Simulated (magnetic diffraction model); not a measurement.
## Ca2ScFeO5 below its ordering temperature

Space group Pnma (no. 62), a = 5.3960 Å, b = 14.8120 Å, c = 5.6290 Å.

| site | atom | x | y | z |
| --- | --- | --- | --- | --- |
| 4a | Fe | 1/2 | 1/2 | 1/2 |
| 4c | Sc | 0.4431 | 3/4 | 0.5723 |
| 8d | Ca | 0.0127 | 0.3915 | 0.5301 |
| 4c | O | 0.1026 | 3/4 | 0.6252 |
| 8d | O | 0.4752 | 0.3605 | 0.5645 |
| 8d | O | 0.2346 | 0.5134 | 0.7307 |

This is a made-up structure (elements placed in a structure type, unrelaxed), so the numbers test the method and describe no known phase.

Only Fe is taken to order (form factors of Fe3+); orders and moment sizes are assumed, and not adapted to the symmetry. Radiation: neutrons of λ = 2.0775 Å, 8° to 45°; isotropic B of 0.17 Å² (Fe), 0.26 Å² (Sc), 0.24 Å² (Ca) and 0.21 Å² (O). The intensities are simulated: I ∝ L Σ (|F_N|² + |F_M⊥|²) for unpolarised neutrons, with F_M = 2.695 fm/μB × Σ f(s) S exp(2πi Q·r) exp(−B s²) at Q = H ± k (one set where k and −k are equivalent), only the part normal to Q counting and L = 1/(sin²θ cos θ). For collinear order S is the moment m, which repeats by lattice and centring translations R with the sign exp(−2πi k·R). Form factors are spin-only for 3d ions and dipole or tabulated for f ions, scattering lengths are Sears's of 1992, and absorption is left out. A label names one of the reflections at its angle. The strongest nuclear line in the range is 100, and lines under 0.2 are left out.

Above the ordering temperature:

| 2θ (°) | index | I |
| --- | --- | --- |
| 16.13 | (0 2 0) | 3.9 |
| 22.77 | (0 1 1) | 19.5 |
| 30.93 | (1 0 1) | 100.0 |
| 32.01 | (1 1 1) | 13.2 |
| 32.50 | (0 3 1) | 31.6 |
| 32.58 | (0 4 0) | 52.4 |
| 35.07 | (1 2 1) | 1.2 |
| 39.71 | (1 3 1) | 22.2 |
| 43.32 | (0 0 2) | 43.2 |

Below it (cell unchanged):

```
2θ (°)      I
 16.13   10.2
 22.77   19.5
 30.93  123.6
 32.01   13.2
 32.50   31.6
 32.58   53.7
 35.07   29.2
 39.71   22.2
 43.32   48.5
```

**Question.** Find the propagation vector, then choose among these models:
A. collinear moments along [110], 3.77 μB on Fe; signs + at (1/2, 1/2, 1/2), − at (0, 0, 0), + at (0, 1/2, 0), − at (1/2, 0, 1/2)
B. collinear moments along [010], 3.77 μB on Fe; signs + at (1/2, 1/2, 1/2), − at (0, 0, 0), + at (0, 1/2, 0), − at (1/2, 0, 1/2)
C. collinear moments along [010], 3.77 μB on Fe; signs + at (1/2, 1/2, 1/2), + at (0, 0, 0), + at (0, 1/2, 0), + at (1/2, 0, 1/2)
D. collinear moments along [110], 3.77 μB on Fe; signs + at (1/2, 1/2, 1/2), + at (0, 0, 0), + at (0, 1/2, 0), + at (1/2, 0, 1/2)

No line moves, and magnetic intensity falls on nuclear lines such as the one at 35.07°, so the magnetic cell equals the chemical primitive cell: k = 0.

Magnetic intensity, observed (below minus above) and for each model:

| 2θ (°) | index | observed | A | B | C | D |
| --- | --- | --- | --- | --- | --- | --- |
| 8.04 | (0 1 0) | <0.2 | 26.6 | <0.2 | <0.2 | <0.2 |
| 16.13 | (0 2 0) | 6.3 | <0.2 | <0.2 | <0.2 | 6.3 |
| 30.93 | (1 0 1) | 23.6 | <0.2 | <0.2 | 25.1 | 23.6 |
| 32.01 | (1 1 1) | <0.2 | 40.9 | 43.2 | <0.2 | <0.2 |
| 35.07 | (1 2 1) | 28.1 | <0.2 | <0.2 | 28.9 | 28.1 |
| 39.71 | (1 3 1) | <0.2 | 16.7 | 16.5 | <0.2 | <0.2 |
| 43.32 | (0 0 2) | 5.3 | <0.2 | <0.2 | 5.3 | 5.3 |
| 44.13 | (0 1 2) | <0.2 | 9.8 | 9.8 | <0.2 | <0.2 |

Model D matches.

The absence at (0 1 0) is telling: the sublattices cancel there.

The structure used: k = (0 0 0), collinear moments along [110], 3.77 μB on Fe; signs + at (1/2, 1/2, 1/2), + at (0, 0, 0), + at (0, 1/2, 0), + at (1/2, 0, 1/2).

[Logs are printed without paths, hosts, clocks, repeated set-up lines and the standing remarks that a program may print on its own settings, such as how far it seeks lower states.]
